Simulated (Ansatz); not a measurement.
# 4-layer 1T-VO2 (AA) in a perpendicular field, part 4 of 4

Aim: how the 4-layer 1T-VO2 (AA) screens a field along its normal, and what the field does to its bands. A positive field points along +c.

Ansatz 0.2.0; plane-wave DFT, PBE-D3(BJ), Ansatz PAW.

So far. Step 11 (Relaxing in the field, field -0.1 V/Å): The dipole is -0.0668 e·Å. Step 12 (Response, atoms relaxed): The induced dipole is that of a conductor 16.98 Å thick.

**13. The same run with other settings**

This step: plane-wave DFT, PBE-D3(BJ), Ansatz PAW (Ansatz 0.2.0).

A run with a changed input: it repeats the earlier run at 0.03 V/Å with scf.convergence.dr2_threshold from 1e-10 to 1e-05.

The input, input.yaml:

```yaml
crystal:
  lattice:
    - [2.8672832754, 0.0, 0.0]
    - [-1.4336416377, 2.4831401564, 0.0]
    - [0.0, 0.0, 33.6979884606]
  atoms:
    - { symbol: O, position: [0.6666666667, 0.3333333333, 0.2670782563], spin: -0.01 }
    - { symbol: V, position: [0.0, 0.0, 0.2968636944], spin: 0.78 }
    - { symbol: O, position: [0.3333333333, 0.6666666667, 0.3265264027], spin: -0.01 }
    - { symbol: O, position: [0.6666666667, 0.3333333333, 0.4027331036], spin: -0.01 }
    - { symbol: V, position: [0.0, 0.0, 0.4324062294], spin: 0.78 }
    - { symbol: O, position: [0.3333333333, 0.6666666667, 0.4620700512], spin: -0.01 }
    - { symbol: O, position: [0.6666666667, 0.3333333333, 0.5379299488], spin: -0.01 }
    - { symbol: V, position: [0.0, 0.0, 0.5675937706], spin: 0.78 }
    - { symbol: O, position: [0.3333333333, 0.6666666667, 0.5972668964], spin: -0.01 }
    - { symbol: O, position: [0.6666666667, 0.3333333333, 0.6734735973], spin: -0.01 }
    - { symbol: V, position: [0.0, 0.0, 0.7031363056], spin: 0.78 }
    - { symbol: O, position: [0.3333333333, 0.6666666667, 0.7329217437], spin: -0.01 }
magnetization:
  spin_polarized: true
kpoints:
  mp_grid: { grid: [18, 18, 1] }
  band_path:
    path: [[0, 0, 0], [0.5, 0, 0], [0.33333333, 0.33333333, 0], [0, 0, 0]]
    npoints: 16
hamiltonian:
  xc: pbe
  dispersion: d3bj
scf:
  occupations: { method: fermi_dirac, width: 0.02585 }
  convergence: { dr2_threshold: 1.0e-05 }
efield:
  axis: 3
  dipole_correction: true
  ramp_position: 0.97
  ramp_width: 0.06
  amplitude: 0.03
output:
  write_potential: true
  write_density: true
  volumetric_format: npy
```

Command:

```console
$ ansatz run input.yaml --threads 4 --pin off --max-ram 12288MiB --backend cpu --events-out ev --progress --plain --runs-dir out
```

Numbers of over 12 decimals in the logs are rounded to 6 here.

The log of the run:

```text
[...]
Crystal: 12 atoms, lattice volume = 239.925 Å³
Basis set: ecut = 420 eV, 4685 PW (Γ)
Bands: 64, of which v1, the nominal top of the filled ones, is band 50 counted from 1 (49 counted from 0)
Symmetry: 6 space group operations
k-points: 37 of 324 (time reversal used)
[...]
Starting moments: Σ|m| = 3.2 μB on 12 of 12 sites
[...]
SCF iter   1: F=—  HF=-16172.984141 eV  |F-HF|=—  |Δ(HF+E_count)|=         —  Δρ=5.53e-2 (↑5.33e-2 ↓5.53e-2)  dr2=2.72e1  dr2_m=2.19e-1  M=3.993 μB ∫|m|=4.000 μB  β_m=0.96  ethr=3.10e-3  p=0.021 e·Å  D=1.57e-2 V/Å  ΔV_dip=-0.53 eV  dr2_dipole=5.73e-5  V_vac-E_F(+/−)=5.91/5.51 eV  ⟨swp⟩=7.2  Hψ=20557  notcnv=0
[...]
SCF iter   9: F=-16197.887728 eV  HF=-16197.887728 eV  |F-HF|=2.52e-7  |Δ(HF+E_count)|=   2.41e-7  Δρ=6.72e-6 (↑6.72e-6 ↓5.19e-6)  dr2=2.93e-7  dr2_m=1.02e-8  M=4.000 μB ∫|m|=4.354 μB  ethr=2.82e-9  p=0.020 e·Å  D=1.49e-2 V/Å  ΔV_dip=-0.50 eV  dr2_dipole=2.49e-10  V_vac-E_F(+/−)=6.75/6.32 eV  ⟨swp⟩=1.1  Hψ=11504  notcnv=0
SCF 1 converged in 9 iterations: F = -16197.887728 eV  dr2 = 2.93e-7
[...]
SCF converged after 9 iterations
an eigenvalue changed by more than its tolerance at an iteration that met the thresholds in force, so the SCF went on 1 time: the last check found none over its tolerance
Magnetization: 4.0000 μB (52.0000 up, 48.0000 down)
Absolute magnetization: 4.3585 μB (∫|ρ↑−ρ↓|, with the PAW one-centre terms)
[...]
Per-site moments (μB) at R_I (Å): [(-0.010188, 0.798576), (0.780046, 0.797693), (-0.011091, 0.797693), (-0.011252, 0.797768), (0.780211, 0.797701), (-0.011272, 0.797701), (-0.011271, 0.797701), (0.780218, 0.797701), (-0.011251, 0.797768), (-0.011181, 0.797693), (0.778524, 0.797693), (-0.010327, 0.798576)]
Free energy (F): -16197.887728 eV
[...]
Internal energy: -16197.871011 eV  (E = F + TS)
E sigma→0 (E₀):  -16197.879370 eV
Entropy (-TS):   -0.016717 eV (-1.393 meV/atom)
Fermi energy:    2.039025 eV
Dipole field:    D = 0.014928 V/Å  (p = 0.019794 e·Å, saw-weighted, corrected)
Work function:   not extracted (applied field tilts the vacuum); planar V_es + V_field profile in the machine report
[...]
--- Band table (eV; the first three rows and the last of 74) ---
  k-point 0 ↑: bands = [... 46 lower, -0.1890, -0.1564, 1.3562, 1.3562, 1.3586, 1.3586, 1.3628, 1.3628, ... 10 higher]
  k-point 1 ↑: bands = [... 46 lower, -0.3084, -0.1141, 1.4412, 1.4466, 1.4553, 1.4649, 1.4748, 1.4778, ... 10 higher]
  k-point 2 ↑: bands = [... 46 lower, -0.2981, -0.0314, 1.5912, 1.6023, 1.6200, 1.6401, 1.7408, 1.7427, ... 10 higher]
  k-point 36 ↓: bands = [... 46 lower, -1.3827, -1.2977, 3.0103, 3.0344, 3.0636, 3.0882, 3.6167, 3.6167, ... 10 higher]
```

Elapsed: 70 s, on 4 threads of Arm Neoverse V2, shared host; peak memory 1.4 GiB; 4.4 min of CPU time.

```csv
quantity,this run,earlier run,difference
dipole along the normal (e·Å),0.01979,0.01982,-2.5e-5
total moment (μB),4.000,4.000,-1.1e-11
```

Nothing in the table moves by 0.01 in its unit (for the dipole 0.5 % and 5e-5 e·Å). The run took 9 SCF cycles against 14.

The change did no harm here.

**14. The same run with other settings**

Another changed input: it repeats the earlier run at 0.03 V/Å with accuracy to high, scf.mixing.algorithm to msr1 and scf.mixing.beta to 0.5.

input.yaml: that of step 13 with these lines changed.

```diff
@@ -30,3 +30,4 @@
   occupations: { method: fermi_dirac, width: 0.02585 }
-  convergence: { dr2_threshold: 1.0e-05 }
+  convergence: { dr2_threshold: 1.0e-10 }
+  mixing: { algorithm: msr1, beta: 0.5 }
 efield:
@@ -41 +42,2 @@
   volumetric_format: npy
+accuracy: high
```

The log of the run:

```text
[...]
Crystal: 12 atoms, lattice volume = 239.925 Å³
Basis set: ecut = 420 eV, 4685 PW (Γ)
Bands: 64, of which v1, the nominal top of the filled ones, is band 50 counted from 1 (49 counted from 0)
Symmetry: 6 space group operations
k-points: 37 of 324 (time reversal used)
[...]
Starting moments: Σ|m| = 3.2 μB on 12 of 12 sites
[...]
SCF iter   1: F=—  HF=-16171.833590 eV  |F-HF|=—  |Δ(HF+E_count)|=         —  Δρ=5.75e-2 (↑5.55e-2 ↓5.75e-2)  dr2=2.96e1  dr2_m=2.15e-1  M=3.996 μB ∫|m|=4.002 μB  β_m=0.50  ethr=3.10e-3  p=0.021 e·Å  D=1.57e-2 V/Å  ΔV_dip=-0.53 eV  dr2_dipole=9.30e-5  V_vac-E_F(+/−)=5.66/5.26 eV  ⟨swp⟩=7.2  Hψ=20510  notcnv=0
[...]
SCF iter  14: F=-16197.887657 eV  HF=-16197.887657 eV  |F-HF|=1.33e-10  |Δ(HF+E_count)|=  1.09e-11  Δρ=2.05e-8 (↑2.05e-8 ↓1.23e-8)  dr2=3.68e-12  dr2_m=3.62e-13  M=4.000 μB ∫|m|=4.355 μB  ethr=1.00e-12  p=0.020 e·Å  D=1.49e-2 V/Å  ΔV_dip=-0.50 eV  dr2_dipole=1.07e-12  V_vac-E_F(+/−)=6.75/6.32 eV  ⟨swp⟩=10.9  Hψ=16844  notcnv=0
SCF 1 converged in 14 iterations: F = -16197.887657 eV  dr2 = 3.68e-12
[...]
SCF converged after 14 iterations
Magnetization: 4.0000 μB (52.0000 up, 48.0000 down)
Absolute magnetization: 4.3590 μB (∫|ρ↑−ρ↓|, with the PAW one-centre terms)
[...]
Per-site moments (μB) at R_I (Å): [(-0.010196, 0.798576), (0.780030, 0.797693), (-0.011098, 0.797693), (-0.011258, 0.797768), (0.780243, 0.797701), (-0.011279, 0.797701), (-0.011277, 0.797701), (0.780247, 0.797701), (-0.011257, 0.797768), (-0.011188, 0.797693), (0.778505, 0.797693), (-0.010336, 0.798576)]
Free energy (F): -16197.887657 eV
[...]
Internal energy: -16197.870940 eV  (E = F + TS)
E sigma→0 (E₀):  -16197.879298 eV
Entropy (-TS):   -0.016717 eV (-1.393 meV/atom)
Fermi energy:    2.038868 eV
Dipole field:    D = 0.014949 V/Å  (p = 0.019822 e·Å, saw-weighted, corrected)
Work function:   not extracted (applied field tilts the vacuum); planar V_es + V_field profile in the machine report
[...]
--- Band table (eV; the first three rows and the last of 74) ---
  k-point 0 ↑: bands = [... 46 lower, -0.1891, -0.1565, 1.3560, 1.3560, 1.3584, 1.3584, 1.3626, 1.3626, ... 10 higher]
  k-point 1 ↑: bands = [... 46 lower, -0.3085, -0.1142, 1.4410, 1.4464, 1.4551, 1.4647, 1.4746, 1.4776, ... 10 higher]
  k-point 2 ↑: bands = [... 46 lower, -0.2982, -0.0315, 1.5910, 1.6022, 1.6199, 1.6399, 1.7406, 1.7425, ... 10 higher]
  k-point 36 ↓: bands = [... 46 lower, -1.3829, -1.2978, 3.0100, 3.0341, 3.0633, 3.0879, 3.6167, 3.6167, ... 10 higher]
```

The job ended after 72 s (4 threads; peak memory 1.5 GiB).

Numbers from this step:

| Property | Result |
| --- | --- |
| energy at zero smearing | -16197.8793 eV |
| dipole along the normal | 0.01982 e·Å |

Deep bands are left out, so band numbers here count from the lowest band kept and differ from the log's. Electronic bands along the path, in eV, zero at the Fermi level; # counts the bands kept:

```csv
point,up #25,up #27,up #28,up #32,down #25,down #26,down #27,down #28
Γ,-0.68,-0.68,-0.68,-0.67,0.42,0.42,0.42,0.42
halfway,-0.24,-0.19,-0.15,0.29,0.70,0.72,0.75,0.78
M,-0.43,-0.38,-0.36,0.29,0.59,0.60,0.62,0.64
halfway,-0.23,-0.21,-0.20,0.45,0.90,0.90,0.91,0.92
K,-0.30,-0.26,-0.25,0.69,0.97,1.00,1.02,1.05
halfway,0.00,0.02,0.04,0.45,1.05,1.06,1.08,1.09
Γ,-0.68,-0.68,-0.68,-0.67,0.42,0.42,0.42,0.42
```

```csv
quantity,this run,earlier run,difference
dipole along the normal (e·Å),0.01982,0.01982,2.5e-6
total moment (μB),4.000,4.000,6.7e-12
```

Nothing in the table moves by 0.01 in its unit (for the dipole 0.5 % and 5e-5 e·Å).

**15. Outcome**

| Item | Value |
| --- | --- |
| gap without field | none |
| work function, upper face | 6.55 eV |
| equivalent conductor thickness, atoms held | 16.8 Å |
| equivalent conductor thickness, atoms relaxed | 17.0 Å |

The induced dipole equals that of a perfect conductor 16.79 Å thick, while the outer atoms lie 15.70 Å apart. Letting the atoms follow the field adds 0.19 Å to the equivalent conductor thickness: the ionic part of the response. There is no gap over 0.03 eV, with or without the field. For an open d or f shell that can be the fault of a semilocal functional without a Hubbard term. The magnetic order is the one reached from the typed start; other orders were not compared.

[Logs are printed without paths, hosts, clocks, repeated set-up lines and the standing remarks that a program may print on its own settings, such as how far it seeks lower states.]

[Hosts, paths, dates, database ids (printed as entryN), source tags and the programs' standing remarks are cut or masked in the printed files.]

[Maps of the electrostatic potential energy from Ansatz leave out the sawtooth potential of an applied field or a dipole correction, so their vacuum need not be flat; planar profiles and work functions include it.]
